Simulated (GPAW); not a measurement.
**A Sn chain with one atom pushed aside at constant bond length: a series of junctions**

How does transport respond as one structural variable is stepped? The junctions: a Sn chain with one atom pushed aside at constant bond length.

Calculated with GPAW 26.7.0; GPAW LCAO, PAW setups; Landauer transmission from Green's functions with principal layers (ASE), zero bias.

## (1) Set-up

The cell holds 11 atoms: 11 Sn. Cell: a = 9.000 Å, b = 9.000 Å, c = 30.217 Å, α = 90.0°, β = 90.0°, γ = 90.0°. Regions: left lead, 5 atoms (5 Sn); channel, 1 atom (1 Sn); right lead, 5 atoms (5 Sn). Vacuum lies along a and b. The structure is stacked along c, and the current runs across the ab planes.

## (2) Member of the series, offset 0.3 Å

The structure changes from member to member while basis and functional stay, so that the trend is less open to errors of the level than any single value.

File run.py:

```python
import json
import numpy as np
from ase import Atoms
from ase.transport.calculators import TransportCalculator
from gpaw import GPAW, FermiDirac
from gpaw.lcao.tools import get_lcao_hamiltonian
from scipy.linalg import eigh

# The junction with lead layers at both ends, along the third cell vector
device = Atoms(
    ['Sn', 'Sn', 'Sn', 'Sn', 'Sn', 'Sn', 'Sn', 'Sn', 'Sn', 'Sn', 'Sn'],
    positions=[
        [4.50000, 4.50000, 1.37500],
        [4.50000, 4.50000, 4.12500],
        [4.50000, 4.50000, 6.87500],
        [4.50000, 4.50000, 9.62500],
        [4.50000, 4.50000, 12.37500],
        [4.80000, 4.50000, 15.10859],
        [4.50000, 4.50000, 17.84217],
        [4.50000, 4.50000, 20.59217],
        [4.50000, 4.50000, 23.34217],
        [4.50000, 4.50000, 26.09217],
        [4.50000, 4.50000, 28.84217]],
    cell=[[9.0, 0.0, 0.0], [0.0, 9.0, 0.0], [0.0, 0.0, 30.21717]],
    pbc=True)

# One principal layer of the lead: the first 3 atoms of the device
lead = Atoms(
    ['Sn', 'Sn', 'Sn'],
    positions=[
        [4.50000, 4.50000, 1.37500],
        [4.50000, 4.50000, 4.12500],
        [4.50000, 4.50000, 6.87500]],
    cell=[[9.0, 0.0, 0.0], [0.0, 9.0, 0.0], [0.0, 0.0, 8.25]],
    pbc=True)

settings = dict(mode='lcao', basis='szp(dzp)', xc='PBE', h=0.2,
                occupations=FermiDirac(0.1), maxiter=250,
                mixer=dict(beta=0.1, nmaxold=8, weight=100.0),
                convergence=dict(density=0.0001))
energies = np.arange(-3, 3 + 1e-9, 0.075)
eta = 0.0001
n1, n2 = 1, 1
# k and -k transmit alike, so half of the mesh across the current serves
mesh = [(i, j) for i in range(n1) for j in range(n2) if (i, j) <= (-i % n1, -j % n2)]
weights = np.array([1 if (i, j) == (-i % n1, -j % n2) else 2 for i, j in mesh]) / (n1 * n2)

# [... helper functions left out ...]
fermi_lead = ground_state(lead, (1, 1, 14), 'lead.txt')
fermi_device = ground_state(device, (1, 1, 3), 'device.txt')
# [... loop over the mesh left out, but for ...]
        # Shift the lead onto the potential of the device's first layer
        shift = ((H[:, 0, 0] - H0[:, 0, 0]) / S0[0, 0]).real.mean()
# [...]
kT = 8.617333e-5 * 200
bias = [0.1, 0.2, 0.5, 1.0, 1.5, 2.0]
# [... integrals and printing left out ...]
```

The run is started by

```console
OMP_NUM_THREADS=1 OPENBLAS_NUM_THREADS=1 python run.py
```

The program printed:

```text
basis functions: device 154, principal layer 42
Fermi level: lead -3.2113 eV, device -3.2071 eV; lead shifted by 0.0201 eV
largest coupling past the next layer 3.63e-07 eV, largest misfit of the first layer 0.012 eV
  E-E_F (eV)   T (one spin)  [channel counts left out]
    -3.000    7.7070e-09
    -2.925    8.6322e-09
    -2.850    1.2971e-08
    -2.775    2.9065e-08
    -2.700    1.4310e-07
    -2.625    8.4818e-01
    -2.550    9.9756e-01
    -2.475    9.9829e-01
    -2.400    9.9854e-01
    -2.325    9.9866e-01
    -2.250    9.9872e-01
    -2.175    9.9876e-01
    -2.100    9.9878e-01
    -2.025    9.9878e-01
    -1.950    9.9877e-01
    -1.875    9.9875e-01
[...]
2.475    2.9917e+00
     2.550    2.9906e+00
     2.625    2.9892e+00
     2.700    2.9872e+00
     2.775    2.9841e+00
     2.850    2.9791e+00
     2.925    2.9705e+00
     3.000    2.9543e+00
conductance at 200 K: 2.9873 G0 a cell; thermopower -0.05093 uV/K
current from the zero-bias T(E) at 0.1 V: 23.145 uA
current from the zero-bias T(E) at 0.2 V: 46.288 uA
current from the zero-bias T(E) at 0.5 V: 115.68 uA
current from the zero-bias T(E) at 1.0 V: 231 uA
current from the zero-bias T(E) at 1.5 V: 343.42 uA
current from the zero-bias T(E) at 2.0 V: 424.95 uA
```

It took 52 s on 1 thread of Intel Xeon Platinum 8259CL at 2.50GHz (Skylake/Cascade Lake), shared host; peak memory 1 GiB.

This step gave:

* conductance: 2.987 G₀
* largest coupling past the next principal layer: 3.63e-7 eV
* largest misfit of the first principal layer: 0.01238 eV
* shift that aligns the lead: 0.02005 eV
* basis functions of the junction: 154
* basis functions of a principal layer: 42
* transmission at the Fermi level (one spin): 2.987

One spin. The transmission, zone mean by energy, zero at the Fermi level:

| energy (eV) | transmission, zone mean |
| --- | --- |
| -3.00 | 7.7e-9 |
| -2.77 | 2.9e-8 |
| -2.55 | 0.998 |
| -2.40 | 0.999 |
| -2.17 | 0.999 |
| -1.95 | 0.999 |
| -1.73 | 0.999 |
| -1.57 | 0.998 |
| -1.35 | 0.998 |
| -1.12 | 0.996 |
| -0.90 | 0.987 |
| -0.75 | 2.60 |
| -0.53 | 2.93 |
| -0.30 | 2.97 |
| -0.07 | 2.98 |
| 0.00 | 2.99 |
| 0.07 | 2.99 |
| 0.30 | 2.99 |
| 0.53 | 2.99 |
| 0.75 | 3.00 |
| 0.90 | 3.00 |
| 1.12 | 3.00 |
| 1.35 | 3.00 |
| 1.57 | 3.00 |
| 1.73 | 3.00 |
| 1.95 | 3.00 |
| 2.17 | 2.99 |
| 2.40 | 2.99 |
| 2.55 | 2.99 |
| 2.77 | 2.98 |
| 3.00 | 2.95 |

Not self-consistent under bias; the bias window is split evenly. Current through one cell, from the zero-bias transmission against bias:

| bias (V) | current through one cell, from the zero-bias transmission (μA) |
| --- | --- |
| 0.100 | 23.1 |
| 0.200 | 46.3 |
| 0.500 | 116 |
| 1.000 | 231 |
| 1.500 | 343 |
| 2.000 | 425 |

Transmission of the three most open eigenchannels against energy, zero at the Fermi level:

| energy (eV) | channel 1 | channel 2 | channel 3 |
| --- | --- | --- | --- |
| -2.7750 | 2.9e-8 | 0 | 0 |
| -2.4750 | 0.998 | 0 | 0 |
| -2.2500 | 0.999 | 0 | 0 |
| -2.0250 | 0.999 | 0 | 0 |
| -1.7250 | 0.999 | 0 | 0 |
| -1.5000 | 0.998 | 0 | 0 |
| -1.2750 | 0.998 | 0 | 0 |
| -0.9750 | 0.993 | 0 | 0 |
| -0.7500 | 0.956 | 0.824 | 0.817 |
| -0.5250 | 0.996 | 0.977 | 0.954 |
| -0.2250 | 0.998 | 0.996 | 0.983 |
| 0.0000 | 0.998 | 0.998 | 0.992 |
| 0.2250 | 0.998 | 0.998 | 0.995 |
| 0.5250 | 0.999 | 0.999 | 0.997 |
| 0.7500 | 0.999 | 0.999 | 0.998 |
| 0.9750 | 0.999 | 0.999 | 0.999 |
| 1.2750 | 0.999 | 0.999 | 0.999 |
| 1.5000 | 0.999 | 0.999 | 0.999 |
| 1.7250 | 0.999 | 0.999 | 0.999 |
| 2.0250 | 0.999 | 0.999 | 0.998 |
| 2.2500 | 0.999 | 0.999 | 0.996 |
| 2.4750 | 0.999 | 0.999 | 0.994 |
| 2.7750 | 0.999 | 0.999 | 0.987 |
| 3.0000 | 0.998 | 0.997 | 0.960 |

Couplings past the next layer reach 3.6e-7 eV, small enough to drop; the matrix elements of the cell's first layer differ from the bulk lead's by up to 0.012 eV. That layer keeps its own values in the calculation, and only beyond it is the lead taken as perfect. The Fermi levels of lead and junction count from different zeros of potential, one for each periodic cell; with both set to zero, the small remaining shift is what aligns them. By hand: G = 2.987 × 77.48 μS = 231 μS, a resistance of 4.32 kΩ; at 0.1 V a linear junction would pass 23.1 μA, and the integral over the bias window gives 23.1 μA.

## (3) Member of the series: offset = 0.6

The cell differs from the one that the last finished run ended in (c 30.217 → 30.117 Å).

Edit run.py of step 2 so:

```diff
@@ -17,9 +17,9 @@
         [4.50000, 4.50000, 12.37500],
-        [4.80000, 4.50000, 15.10859],
-        [4.50000, 4.50000, 17.84217],
-        [4.50000, 4.50000, 20.59217],
-        [4.50000, 4.50000, 23.34217],
-        [4.50000, 4.50000, 26.09217],
-        [4.50000, 4.50000, 28.84217]],
-    cell=[[9.0, 0.0, 0.0], [0.0, 9.0, 0.0], [0.0, 0.0, 30.21717]],
+        [5.10000, 4.50000, 15.05875],
+        [4.50000, 4.50000, 17.74249],
+        [4.50000, 4.50000, 20.49249],
+        [4.50000, 4.50000, 23.24249],
+        [4.50000, 4.50000, 25.99249],
+        [4.50000, 4.50000, 28.74249]],
+    cell=[[9.0, 0.0, 0.0], [0.0, 9.0, 0.0], [0.0, 0.0, 30.11749]],
     pbc=True)
```

The program printed:

```text
basis functions: device 154, principal layer 42
Fermi level: lead -3.2113 eV, device -3.1978 eV; lead shifted by 0.0178 eV
largest coupling past the next layer 3.63e-07 eV, largest misfit of the first layer 0.010 eV
  E-E_F (eV)   T (one spin)  [channel counts left out]
    -3.000    6.9326e-09
    -2.925    7.8481e-09
    -2.850    1.1906e-08
    -2.775    2.6967e-08
    -2.700    1.3563e-07
    -2.625    8.3374e-01
    -2.550    9.8823e-01
    -2.475    9.9128e-01
    -2.400    9.9203e-01
    -2.325    9.9214e-01
    -2.250    9.9198e-01
    -2.175    9.9163e-01
    -2.100    9.9114e-01
    -2.025    9.9052e-01
    -1.950    9.8975e-01
    -1.875    9.8883e-01
[...]
2.475    2.9349e+00
     2.550    2.9236e+00
     2.625    2.9092e+00
     2.700    2.8904e+00
     2.775    2.8647e+00
     2.850    2.8284e+00
     2.925    2.7752e+00
     3.000    2.6936e+00
conductance at 200 K: 2.9473 G0 a cell; thermopower -0.1872 uV/K
current from the zero-bias T(E) at 0.1 V: 22.835 uA
current from the zero-bias T(E) at 0.2 V: 45.663 uA
current from the zero-bias T(E) at 0.5 V: 114.05 uA
current from the zero-bias T(E) at 1.0 V: 227.01 uA
current from the zero-bias T(E) at 1.5 V: 334.1 uA
current from the zero-bias T(E) at 2.0 V: 410.84 uA
```

Elapsed: 55 s, on 1 thread; peak memory 1 GiB.

Numbers from this step:

```yaml
conductance: 2.947 G₀
largest_misfit_of_the_first_principal_layer: 0.009907 eV
shift_that_aligns_the_lead: 0.01777 eV
transmission_at_the_fermi_level_one_spin: 2.948
```

One spin. The transmission, zone mean by energy, zero at the Fermi level:

energy (eV), transmission, zone mean and a bar:
```
  -3.0000       0.00 
  -2.7750       0.00 
  -2.4750       0.99 ##########
  -2.3250       0.99 ##########
  -2.2500       0.99 ##########
  -2.0250       0.99 ##########
  -1.7250       0.99 ##########
  -1.5000       0.98 ##########
  -1.2750       0.97 ##########
  -0.9750       0.90 #########
  -0.7500       2.09 #####################
  -0.5250       2.77 ############################
  -0.2250       2.91 #############################
   0.0000       2.95 ##############################
   0.2250       2.97 ##############################
   0.5250       2.98 ##############################
   0.7500       2.99 ##############################
   0.9750       2.99 ##############################
   1.2750       2.99 ##############################
   1.4250       2.99 ##############################
   1.5000       2.99 ##############################
   1.7250       2.99 ##############################
   2.0250       2.97 ##############################
   2.2500       2.96 ##############################
   2.4750       2.93 #############################
   2.7750       2.86 #############################
   3.0000       2.69 ###########################
```

Not self-consistent under bias; the bias window is split evenly. The current through one cell, from the zero-bias transmission by bias:

| bias (V) | current through one cell, from the zero-bias transmission (μA) |
| --- | --- |
| 0.100 | 22.8 |
| 0.200 | 45.7 |
| 0.500 | 114 |
| 1.000 | 227 |
| 1.500 | 334 |
| 2.000 | 411 |

Transmission of the three most open eigenchannels against energy, zero at the Fermi level:

| energy (eV) | channel 1 | channel 2 | channel 3 |
| --- | --- | --- | --- |
| -2.7750 | 2.7e-8 | 0 | 0 |
| -2.4750 | 0.991 | 0 | 0 |
| -2.2500 | 0.992 | 0 | 0 |
| -2.0250 | 0.991 | 0 | 0 |
| -1.7250 | 0.986 | 0 | 0 |
| -1.5000 | 0.980 | 0 | 0 |
| -1.2750 | 0.967 | 0 | 0 |
| -0.9750 | 0.898 | 0 | 0 |
| -0.7500 | 0.892 | 0.719 | 0.484 |
| -0.5250 | 0.992 | 0.965 | 0.812 |
| -0.2250 | 0.998 | 0.995 | 0.919 |
| 0.0000 | 0.998 | 0.998 | 0.951 |
| 0.2250 | 0.999 | 0.998 | 0.969 |
| 0.5250 | 0.999 | 0.999 | 0.981 |
| 0.7500 | 0.999 | 0.999 | 0.987 |
| 0.9750 | 0.999 | 0.998 | 0.992 |
| 1.2750 | 0.999 | 0.996 | 0.995 |
| 1.5000 | 0.999 | 0.997 | 0.993 |
| 1.7250 | 0.999 | 0.998 | 0.989 |
| 2.0250 | 0.999 | 0.999 | 0.976 |
| 2.2500 | 0.999 | 0.998 | 0.961 |
| 2.4750 | 0.999 | 0.998 | 0.938 |
| 2.7750 | 0.999 | 0.998 | 0.868 |
| 3.0000 | 0.998 | 0.995 | 0.700 |

The conductance, 2.95 G₀, lies 1.3 % below that of the member before.

## (4) Member of the series: offset = 0.9

The cell differs from the one that the last finished run ended in (c 30.117 → 29.947 Å).

Edit run.py of step 3 so:

```diff
@@ -17,9 +17,9 @@
         [4.50000, 4.50000, 12.37500],
-        [5.10000, 4.50000, 15.05875],
-        [4.50000, 4.50000, 17.74249],
-        [4.50000, 4.50000, 20.49249],
-        [4.50000, 4.50000, 23.24249],
-        [4.50000, 4.50000, 25.99249],
-        [4.50000, 4.50000, 28.74249]],
-    cell=[[9.0, 0.0, 0.0], [0.0, 9.0, 0.0], [0.0, 0.0, 30.11749]],
+        [5.40000, 4.50000, 14.97356],
+        [4.50000, 4.50000, 17.57211],
+        [4.50000, 4.50000, 20.32211],
+        [4.50000, 4.50000, 23.07211],
+        [4.50000, 4.50000, 25.82211],
+        [4.50000, 4.50000, 28.57211]],
+    cell=[[9.0, 0.0, 0.0], [0.0, 9.0, 0.0], [0.0, 0.0, 29.94711]],
     pbc=True)
```

The program printed:

```text
basis functions: device 154, principal layer 42
Fermi level: lead -3.2113 eV, device -3.1802 eV; lead shifted by 0.0093 eV
largest coupling past the next layer 3.63e-07 eV, largest misfit of the first layer 0.011 eV
  E-E_F (eV)   T (one spin)  [channel counts left out]
    -3.000    5.7138e-09
    -2.925    6.6525e-09
    -2.850    1.0393e-08
[...]
2.925    2.4144e+00
     3.000    2.3158e+00
conductance at 200 K: 2.8575 G0 a cell; thermopower -0.3574 uV/K
current from the zero-bias T(E) at 0.1 V: 22.138 uA
current from the zero-bias T(E) at 0.2 V: 44.268 uA
current from the zero-bias T(E) at 0.5 V: 110.51 uA
current from the zero-bias T(E) at 1.0 V: 219.55 uA
current from the zero-bias T(E) at 1.5 V: 322.14 uA
current from the zero-bias T(E) at 2.0 V: 392.66 uA
```

Wall time 54 s (1 thread); peak memory 0.99 GiB.

One spin. The transmission, zone mean by energy, zero at the Fermi level:

| energy (eV) | transmission, zone mean |
| --- | --- |
| -3.00 | 5.7e-9 |
| -2.85 | 1.0e-8 |
| -2.70 | 1.4e-7 |
| -2.55 | 0.943 |
| -2.40 | 0.959 |
| -2.33 | 0.959 |
| -2.17 | 0.955 |
| -2.02 | 0.948 |
| -1.88 | 0.938 |
| -1.73 | 0.924 |
| -1.57 | 0.904 |
| -1.35 | 0.856 |
| -1.20 | 0.801 |
| -1.05 | 0.707 |
| -0.90 | 0.529 |
| -0.75 | 1.93 |
| -0.60 | 2.50 |
| -0.38 | 2.73 |
| -0.23 | 2.80 |
| -0.07 | 2.84 |
| 0.00 | 2.86 |
| 0.07 | 2.87 |
| 0.23 | 2.90 |
| 0.38 | 2.91 |
| 0.60 | 2.93 |
| 0.75 | 2.94 |
| 0.90 | 2.95 |
| 1.05 | 2.95 |
| 1.20 | 2.95 |
| 1.35 | 2.95 |
| 1.43 | 2.96 |
| 1.57 | 2.93 |
| 1.73 | 2.92 |
| 1.88 | 2.90 |
| 2.02 | 2.87 |
| 2.17 | 2.84 |
| 2.33 | 2.79 |
| 2.55 | 2.70 |
| 2.70 | 2.62 |
| 2.85 | 2.49 |
| 3.00 | 2.32 |

The conductance, 2.86 G₀, lies 3.0 % below that of the member before.

## (5) Junction: offset = 1.2

The cell differs from the one that the last finished run ended in (c 29.947 → 29.699 Å).

Edit run.py of step 4 so:

```diff
@@ -17,9 +17,9 @@
         [4.50000, 4.50000, 12.37500],
-        [5.40000, 4.50000, 14.97356],
-        [4.50000, 4.50000, 17.57211],
-        [4.50000, 4.50000, 20.32211],
-        [4.50000, 4.50000, 23.07211],
-        [4.50000, 4.50000, 25.82211],
-        [4.50000, 4.50000, 28.57211]],
-    cell=[[9.0, 0.0, 0.0], [0.0, 9.0, 0.0], [0.0, 0.0, 29.94711]],
+        [5.70000, 4.50000, 14.84937],
+        [4.50000, 4.50000, 17.32374],
+        [4.50000, 4.50000, 20.07374],
+        [4.50000, 4.50000, 22.82374],
+        [4.50000, 4.50000, 25.57374],
+        [4.50000, 4.50000, 28.32374]],
+    cell=[[9.0, 0.0, 0.0], [0.0, 9.0, 0.0], [0.0, 0.0, 29.69874]],
     pbc=True)
```

The program printed:

```text
basis functions: device 154, principal layer 42
Fermi level: lead -3.2113 eV, device -3.1556 eV; lead shifted by 0.0042 eV
largest coupling past the next layer 3.63e-07 eV, largest misfit of the first layer 0.016 eV
  E-E_F (eV)   T (one spin)  [channel counts left out]
    -3.000    4.0959e-09
    -2.925    4.8191e-09
    -2.850    7.5858e-09
[...]
2.925    2.1213e+00
     3.000    2.0486e+00
conductance at 200 K: 2.7319 G0 a cell; thermopower -0.4519 uV/K
current from the zero-bias T(E) at 0.1 V: 21.165 uA
current from the zero-bias T(E) at 0.2 V: 42.321 uA
current from the zero-bias T(E) at 0.5 V: 105.63 uA
current from the zero-bias T(E) at 1.0 V: 209.69 uA
current from the zero-bias T(E) at 1.5 V: 307.87 uA
current from the zero-bias T(E) at 2.0 V: 374.04 uA
```

It took 54 s on 1 thread; peak memory 0.99 GiB.

One spin. Transmission, zone mean against energy, zero at the Fermi level:

| energy (eV) | transmission, zone mean |
| --- | --- |
| -3.0000 | 4.1e-9 |
| -2.7750 | 1.8e-8 |
| -2.4750 | 0.835 |
| -2.4000 | 0.843 |
| -2.2500 | 0.836 |
| -2.0250 | 0.803 |
| -1.7250 | 0.730 |
| -1.5000 | 0.651 |
| -1.2750 | 0.549 |
| -0.9750 | 0.398 |
| -0.7500 | 1.90 |
| -0.5250 | 2.45 |
| -0.2250 | 2.66 |
| 0.0000 | 2.73 |
| 0.2250 | 2.78 |
| 0.5250 | 2.82 |
| 0.7500 | 2.83 |
| 0.8250 | 2.83 |
| 0.9750 | 2.83 |
| 1.2750 | 2.80 |
| 1.5000 | 2.76 |
| 1.7250 | 2.70 |
| 2.0250 | 2.60 |
| 2.2500 | 2.51 |
| 2.4750 | 2.40 |
| 2.7750 | 2.23 |
| 3.0000 | 2.05 |

The conductance, 2.73 G₀, lies 4.4 % below that of the member before.

## (6) Side by side

Times are for 1 thread of Intel Xeon Platinum 8259CL at 2.50GHz (Skylake/Cascade Lake), shared host. Results by setting:

| no. | offset (Å) | conductance (G₀) | time | memory (GiB) |
| --- | --- | --- | --- | --- |
| 1 | 0.3 | 2.987 | 52 s | 1.0 |
| 2 | 0.6 | 2.947 | 55 s | 1.0 |
| 3 | 0.9 | 2.857 | 54 s | 0.99 |
| 4 | 1.2 | 2.732 | 54 s | 0.99 |

(Continued in part 2 of 2.)

[Logs are printed without paths, hosts, clocks, repeated set-up lines and the standing remarks that a program may print on its own settings, such as how far it seeks lower states.]

[Hosts, paths, dates, database ids (printed as entryN), source tags and the programs' standing remarks are cut or masked in the printed files.]
